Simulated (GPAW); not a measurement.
# Al3InN4 (ordered alloy, started on the zincblende lattice) (I-42m): G0W0 on several meshes in GPAW

Wanted: mesh dependence and cost of G0W0 for Al3InN4 (ordered alloy, started on the zincblende lattice) (I-42m).

Method: PBE and many-body steps on it, plane waves, in GPAW 26.7.0.

The structure was built from a prototype and need not be the compound's stable phase.

**1. The structure**

Symmetry: I-42m, No. 121, tetragonal system. Conventional cell: a = 4.548 Å, b = 4.548 Å, c = 9.063 Å, α = 90.00°, β = 90.00°, γ = 90.00°. Nearest to Al lie 4 N at 1.92 Å. Nearest to N lie 3 Al at 1.90 to 1.92 Å and 1 In at 2.14 Å. Al has 4 N at 1.90 Å nearest. In has 4 N at 2.14 Å nearest. Farther neighbours and most contacts between anions are not listed.

As a file:

```xyz
8
Lattice="-2.2741 2.2741 4.5313 2.2741 -2.2741 4.5313 2.2741 2.2741 -4.5313" Properties=species:S:1:pos:R:3 pbc="T T T"
Al    0.0000    2.2741    2.2656
N     1.0307   -1.0307    3.3085
Al    2.2741    2.2741    0.0000
N     1.0307    1.0307    5.7540
Al    2.2741    0.0000    2.2656
N    -1.0307    1.0307    3.3085
In    0.0000    0.0000    0.0000
N     1.2434    1.2434    1.2227
```

The structure was relaxed with PBE. The structure type comes from a generator and need not be one that this composition takes. The runs that relaxed it are not among those shown.

**2. Empty states on the mesh, 4×4×4 mesh, 162 bands**

This step: GPAW 26.7.0; DFT, PBE, plane waves, PAW.

The sums over transitions need many empty states on a uniform mesh; this step solves for them.

File run.py:

```python
import json
import numpy as np
from gpaw.mpi import world
from gpaw import GPAW

calc = GPAW('gs.gpw').fixed_density(kpts={'size': (4, 4, 4), 'gamma': True},
    nbands=189,
    convergence={'bands': 162},
    txt='nscf.txt')
calc.write('full.gpw', mode='all')
res = {}
kpts = calc.get_ibz_k_points()
res['kpts'] = kpts
res['eigenvalues'] = [calc.get_eigenvalues(kpt=k) for k in range(len(kpts))]
res['n_electrons'] = calc.get_number_of_electrons()

if world.rank == 0:
    with open('result.json', 'w') as f:
        json.dump(res, f, default=lambda x: x.tolist())
```

The run is started by

```sh
$ mpirun -n 8 gpaw python run.py
```

Numbers of over 12 decimals in the logs are rounded to 6 here.

Log:

```text
Diagonalizing LCAO Hamiltonian
Converting LCAO to pw mode
convergence criteria:
- Maximum integral of absolute [eigenst]ate change: 4e-08 eV^2 / valence electron
maximum number of iterations: 100

SCF iterations
|iter     |     time |      energy | eigst |  dens |
|iter:   1|  |             | +4.17 |       |
|iter:   2|  |             | +2.97 |       |
|iter:   3|  |             | +1.90 |       |
[...]
|iter:  15|  |             | -6.82 |       |
|iter:  16|  |             | -7.26 |       |
|iter:  17|  |             | -7.61c|       |
SCF steps: 17
  __  _  _
 | _ |_)|_||  |
 |__||  | ||/\| - 26.7.0

Input parameters:
  mode=PW(ecut=600.0),
  convergence={'bands': 162},
  gpts=array([32, 32, 32]),
  kpts=MonkhorstPack(size=(4, 4, 4), gamma=True),
  maxiter=100,
  nbands=189,
  occupations=Occupations(name='fermi-dirac', width=0.001, fixmagmom=False),
  parallel={},
  xc=XC(name='PBE')
# Writing to full.gpw (mode='all')
  [... matrices ...]

timing:  # [seconds]
  Total: 0.060  # ━━━━━━━━━━━━━━━━━━━━━━━━━━━━━━━━━━━━━━━━━━━━━━━━━━━━━━━━━━━
```

The job ended after 52 s (8 MPI ranks of Arm Neoverse V1, shared host; peak memory 2.1 GiB; 7 min of CPU time).

Numbers from this step:

```yaml
gap: 2.399 eV
k_of_the_valence_top: 0, 0, 0
k_of_the_conduction_bottom: 0, 0, 0
least_direct_gap: 2.399 eV
k_points_computed: 13
lowest_point_of_the_top_converged_band_above_the_valence_top: 65.0723 eV
```

On this mesh the gap is 2.399 eV.

**3. 4×4×4**

Now the one-shot GW correction: screening in the RPA, then the self-energy of the levels asked for.

This step: G0W0 on PBE, plane waves, PAW.

File run.py:

```python
import json
import numpy as np
from gpaw.mpi import world
from gpaw.response.g0w0 import G0W0

gw = G0W0('full.gpw',
    filename='gw',
    kpts=[0],
    bands=(19, 23),
    ecut=24,
    nbands=29,
    integrate_gamma='WS',
    ppa=True)
gw.calculate()
res = {mode: {k: v for k, v in r.items() if k != 'sigma_eskwn'}
       for mode, r in gw.all_results.items()}

if world.rank == 0:
    with open('result.json', 'w') as f:
        json.dump(res, f, default=lambda x: x.tolist())
```

The run is started by

```sh
$ mpirun -n 8 gpaw python run.py
```

Log:

```text
Using integrator: PointIntegrator
FrequencyGridDescriptor(from 0.000+0.000j to 0.000+27.211j eV, 2 points)
Nonperiodic BCs:  [False False False]
Using integrator: PointIntegrator
FrequencyGridDescriptor(from 0.000+0.000j to 0.000+27.211j eV, 2 points)
Nonperiodic BCs:  [False False False]
  ___  _ _ _
 |   || | | |
 | | || | | |
 |__ ||_____|
 |___|

BZ k-points: Symmetries present (total): 8

  [... matrices ...]
64 k-points: 4 x 4 x 4 Monkhorst-Pack grid + [1/8,1/8,1/8]
13 k-points in the irreducible part of the Brillouin zone
       k-points in crystal coordinates                weights
   0:     0.00000000    0.00000000    0.00000000          1/64
   1:     0.25000000   -0.25000000    0.00000000          4/64
   2:     0.25000000   -0.25000000    0.25000000          4/64
   3:     0.25000000    0.00000000    0.00000000          8/64
   4:     0.25000000    0.25000000   -0.25000000          2/64
   5:     0.25000000    0.25000000    0.25000000          2/64
   6:     0.50000000    0.00000000    0.25000000          8/64
   7:     0.50000000    0.00000000    0.50000000          4/64
   8:     0.50000000    0.25000000    0.25000000         16/64
   9:     0.50000000    0.25000000    0.50000000          8/64
          ...
  12:     0.50000000    0.50000000    0.50000000          1/64

Distributing spins, k-points and bands (1 x 1 x 4) over 8 processes
Number of blocks: 1

Quasi particle states:
k-points (IBZ indices): [0]
Band range: (19, 23)
  [... matrices ...]
Computational parameters:
Plane wave cut-off: 24 eV
Number of bands: 29
Coulomb cutoff: None
Broadening: 0.1 eV

fxc modes: GW
Kernel: RPA
Using Godby-Needs plasmon-pole approximation:
  Fitting energy: i*E0, E0 = 1.000 Hartree
Summing all q:

Calculating screened Coulomb potential
No Coulomb truncation
FrequencyGridDescriptor(from 0.000+0.000j to 0.000+27.211j eV, 2 points)
Removing empty qpoint cache files...

Calculating chi0 body with:
    Ground state adapter containing:
    Number of spins: 1
    Number of kpoints: 64
    Number of irreducible kpoints: 13
    Number of completely occupied states: 21
    Number of partially occupied states: 21
    Occupied states memory: 10.5 M / cpu

    Linear response parametrization:
    q_c: [0.0, 0.0, 0.0]
    Number of frequency points: 2
    Planewave cutoff: 24.0
    Number of bands: 29
    Number of planewaves: 31
    Broadening (eta): 1e-06
    comm.size: 8
    kncomm.size: 8
    blockcomm.size: 1

    Memory estimate of potentially large arrays:
        chi0_wGG: 0.029327 M / cpu
Integrating chi0 body.

Symmetries of q_c:
    Direct symmetries (Uq -> q): 8
    Indirect symmetries (TUq -> q): 8
In total 16 allowed symmetries.

  [... matrices ...]
13 groups of equivalent kpoints. 79.6875% reduction.

Integral kind: response function
Integrating chi0 head and wings.

Symmetries of q_c:
    Direct symmetries (Uq -> q): 8
    Indirect symmetries (TUq -> q): 8
In total 16 allowed symmetries.

  [... matrices ...]
13 groups of equivalent kpoints. 79.6875% reduction.

Integral kind: response function wings

Calculating chi0 body with:
    Ground state adapter containing:
    Number of spins: 1
    Number of kpoints: 64
    Number of irreducible kpoints: 13
    Number of completely occupied states: 21
    Number of partially occupied states: 21
    Occupied states memory: 10.5 M / cpu

    Linear response parametrization:
[... the further q-points ...]

Results:
f:      Occupation numbers
eps:     KS-eigenvalues [eV]
vxc:     KS vxc [eV]
exx:     Exact exchange [eV]
sigma:   Self-energies [eV]
dsigma:  Self-energy derivatives
Z:       Renormalization factors
qp:      QP-energies [eV]

k-point 0 (0): (0.000, 0.000, 0.000)                GW
band       f     eps     vxc     exx   sigma  dsigma       Z      qp
                                                                   GW
  19   1.000   6.145 -17.880 -21.518   3.592  -0.261   0.793   6.108
  20   1.000   6.145 -17.880 -21.518   3.592  -0.261   0.793   6.108
  21   0.000   8.544 -14.737 -10.648  -1.895  -0.200   0.833  10.372
  22   0.000   9.626 -11.809  -7.684  -2.051  -0.188   0.842  11.372
```

Elapsed: 14 s, on 8 MPI ranks; peak memory 2.7 GiB; 1.8 min of CPU time.

This step gave:

```
G0W0 gap on the points computed              : 4.264 eV
least direct G0W0 gap on the computed points : 4.264 eV
Z at the valence top                         : 0.7931
Z at the conduction bottom                   : 0.8333
starting gap on the mesh                     : 2.399 eV
k of the valence top                         : 0, 0, 0
k of the conduction bottom                   : 0, 0, 0
```

The gap on the mesh goes from 2.40 eV to 4.26 eV, a correction of +1.86 eV.

**4. Empty states on the mesh, 6×6×6 mesh, 35 bands**

This step: DFT, PBE, plane waves, PAW.

File run.py:

```python
import json
import numpy as np
from gpaw.mpi import world
from gpaw import GPAW

calc = GPAW('gs.gpw').fixed_density(kpts={'size': (6, 6, 6), 'gamma': True},
    nbands=41,
    convergence={'bands': 35},
    txt='nscf.txt')
calc.write('full.gpw', mode='all')
res = {}
kpts = calc.get_ibz_k_points()
res['kpts'] = kpts
res['eigenvalues'] = [calc.get_eigenvalues(kpt=k) for k in range(len(kpts))]
res['n_electrons'] = calc.get_number_of_electrons()

if world.rank == 0:
    with open('result.json', 'w') as f:
        json.dump(res, f, default=lambda x: x.tolist())
```

The run is started by

```sh
$ mpirun -n 8 gpaw python run.py
```

Log:

```text
Diagonalizing LCAO Hamiltonian
Converting LCAO to pw mode
convergence criteria:
- Maximum integral of absolute [eigenst]ate change: 4e-08 eV^2 / valence electron
maximum number of iterations: 100

SCF iterations
|iter     |     time |      energy | eigst |  dens |
|iter:   1|  |             | +1.36 |       |
|iter:   2|  |             | +0.22 |       |
|iter:   3|  |             | -0.39 |       |
[...]
|iter:  11|  |             | -6.29 |       |
|iter:  12|  |             | -6.95 |       |
|iter:  13|  |             | -7.68c|       |
SCF steps: 13
  __  _  _
 | _ |_)|_||  |
 |__||  | ||/\| - 26.7.0

Input parameters:
  mode=PW(ecut=600.0),
  convergence={'bands': 35},
  gpts=array([32, 32, 32]),
  kpts=MonkhorstPack(size=(6, 6, 6), gamma=True),
  maxiter=100,
  nbands=41,
  occupations=Occupations(name='fermi-dirac', width=0.001, fixmagmom=False),
  parallel={},
  xc=XC(name='PBE')
# Writing to full.gpw (mode='all')
  [... matrices ...]

timing:  # [seconds]
  Total: 0.049  # ━━━━━━━━━━━━━━━━━━━━━━━━━━━━━━━━━━━━━━━━━━━━━━━━━━━━━━━━━━━
```

It took 15 s on 8 MPI ranks; peak memory 1.9 GiB.

This step gave:

| Item | Value |
| --- | --- |
| gap | 2.399 eV |
| k of the valence top | 0, 0, 0 |
| k of the conduction bottom | 0, 0, 0 |
| least direct gap | 2.399 eV |
| k points computed | 30 |
| lowest point of the top converged band, above the valence top | 11.34 eV |

On this mesh the gap is 2.399 eV.

**5. 6×6×6**

This step: G0W0 on PBE, plane waves, PAW.

File run.py:

```python
import json
import numpy as np
from gpaw.mpi import world
from gpaw.response.g0w0 import G0W0

gw = G0W0('full.gpw',
    filename='gw',
    kpts=[0],
    bands=(19, 23),
    ecut=24,
    nbands=29,
    integrate_gamma='WS',
    ppa=True)
gw.calculate()
res = {mode: {k: v for k, v in r.items() if k != 'sigma_eskwn'}
       for mode, r in gw.all_results.items()}

if world.rank == 0:
    with open('result.json', 'w') as f:
        json.dump(res, f, default=lambda x: x.tolist())
```

The run is started by

```sh
$ mpirun -n 8 gpaw python run.py
```

Log:

```text
Using integrator: PointIntegrator
FrequencyGridDescriptor(from 0.000+0.000j to 0.000+27.211j eV, 2 points)
Nonperiodic BCs:  [False False False]
Using integrator: PointIntegrator
FrequencyGridDescriptor(from 0.000+0.000j to 0.000+27.211j eV, 2 points)
Nonperiodic BCs:  [False False False]
  ___  _ _ _
 |   || | | |
 | | || | | |
 |__ ||_____|
 |___|

BZ k-points: Symmetries present (total): 8

  [... matrices ...]
216 k-points: 6 x 6 x 6 Monkhorst-Pack grid + [1/12,1/12,1/12]
30 k-points in the irreducible part of the Brillouin zone
       k-points in crystal coordinates                weights
   0:     0.00000000    0.00000000    0.00000000          1/216
   1:     0.16666667   -0.16666667    0.00000000          4/216
   2:     0.16666667   -0.16666667    0.16666667          4/216
[...]
9:     0.33333333   -0.16666667    0.16666667          8/216
          ...
  29:     0.50000000    0.50000000    0.50000000          1/216

Distributing spins, k-points and bands (1 x 1 x 4) over 8 processes
Number of blocks: 1

Quasi particle states:
k-points (IBZ indices): [0]
Band range: (19, 23)
  [... matrices ...]
Computational parameters:
Plane wave cut-off: 24 eV
Number of bands: 29
Coulomb cutoff: None
Broadening: 0.1 eV

fxc modes: GW
Kernel: RPA
Using Godby-Needs plasmon-pole approximation:
  Fitting energy: i*E0, E0 = 1.000 Hartree
Summing all q:

Calculating screened Coulomb potential
No Coulomb truncation
FrequencyGridDescriptor(from 0.000+0.000j to 0.000+27.211j eV, 2 points)
Removing empty qpoint cache files...

Calculating chi0 body with:
    Ground state adapter containing:
    Number of spins: 1
    Number of kpoints: 216
    Number of irreducible kpoints: 30
    Number of completely occupied states: 21
    Number of partially occupied states: 21
    Occupied states memory: 10.5 M / cpu

    Linear response parametrization:
    q_c: [1.3877787807814457e-17, 1.3877787807814457e-17, 1.3877787807814457e-17]
    Number of frequency points: 2
    Planewave cutoff: 24.0
    Number of bands: 29
    Number of planewaves: 31
    Broadening (eta): 1e-06
    comm.size: 8
    kncomm.size: 8
    blockcomm.size: 1

    Memory estimate of potentially large arrays:
        chi0_wGG: 0.029327 M / cpu
Integrating chi0 body.

Symmetries of q_c:
    Direct symmetries (Uq -> q): 8
    Indirect symmetries (TUq -> q): 8
In total 16 allowed symmetries.

  [... matrices ...]
30 groups of equivalent kpoints. 86.111111% reduction.

Integral kind: response function
Integrating chi0 head and wings.

Symmetries of q_c:
    Direct symmetries (Uq -> q): 8
    Indirect symmetries (TUq -> q): 8
In total 16 allowed symmetries.

  [... matrices ...]
30 groups of equivalent kpoints. 86.111111% reduction.

Integral kind: response function wings

Calculating chi0 body with:
    Ground state adapter containing:
    Number of spins: 1
    Number of kpoints: 216
    Number of irreducible kpoints: 30
    Number of completely occupied states: 21
    Number of partially occupied states: 21
[... the further q-points ...]

Results:
f:      Occupation numbers
eps:     KS-eigenvalues [eV]
vxc:     KS vxc [eV]
exx:     Exact exchange [eV]
sigma:   Self-energies [eV]
dsigma:  Self-energy derivatives
Z:       Renormalization factors
qp:      QP-energies [eV]

k-point 0 (0): (0.000, 0.000, 0.000)                GW
band       f     eps     vxc     exx   sigma  dsigma       Z      qp
                                                                   GW
  19   1.000   6.145 -17.880 -21.498   3.577  -0.261   0.793   6.111
  20   1.000   6.145 -17.880 -21.498   3.577  -0.261   0.793   6.111
  21   0.000   8.544 -14.737 -10.697  -1.848  -0.199   0.834  10.372
  22   0.000   9.626 -11.809  -7.685  -2.042  -0.188   0.842  11.379
```

It took 56 s on 8 MPI ranks; peak memory 5.2 GiB; 7.4 min of CPU time.

This step gave:

- G0W0 gap on the points computed: 4.260 eV
- least direct G0W0 gap on the computed points: 4.260 eV
- Z at the valence top: 0.7929
- Z at the conduction bottom: 0.8341
- starting gap on the mesh: 2.399 eV
- k of the valence top: 0, 0, 0
- k of the conduction bottom: 0, 0, 0

Against G0W0 in GPAW (4×4×4 mesh, 29 bands, screening to 24 eV, Godby-Needs plasmon pole), the gap moves by −0.004 eV.

**6. The runs together**

Times are wall times on 8 MPI ranks of Arm Neoverse V1, shared host, good to a factor of about two.

```
  run   mesh  bands  screening cutoff (eV)  DFT gap (eV)  gap on the mesh (eV)  direct (eV)  time
4×4×4  4×4×4     29                     24         2.399                 4.264        4.264  14 s
6×6×6  6×6×6     29                     24         2.399                 4.260        4.260  56 s
```

**7. What came out**

- 4×4×4: 4.264 eV
- 6×6×6: 4.260 eV
- known limits: not at the basis limit; no spin-orbit coupling

**Reading.** 6×6×6: −0.004 eV against 4×4×4. Bands and cutoff are finite, so the gap is not at the basis limit. The miss can reach some tenths of an eV and take either sign; the mesh is an error of its own. These stock PAW sets were not made for GW. In the G0W0 runs levels were corrected at 1 k point alone, so a gap called «on the mesh» is the least over those, and an edge elsewhere would be missed. Mesh or cutoff lie under what a gap needs, so these runs test behaviour and cost; their gaps are not to be quoted. The many-body steps are scalar-relativistic: spin-orbit coupling is not in them.

[Paths, hosts, dates, memory and timing lines, banners, echoed tables and standing remarks are left out of the program output.]

[Logs are printed without paths, hosts, clocks, repeated set-up lines and the standing remarks that a program may print on its own settings, such as how far it seeks lower states.]

[Runs of the session that timed out or met a known fault of the program may be left out.]

[Hosts, paths, dates, database ids (printed as entryN), source tags and the programs' standing remarks are cut or masked in the printed files.]
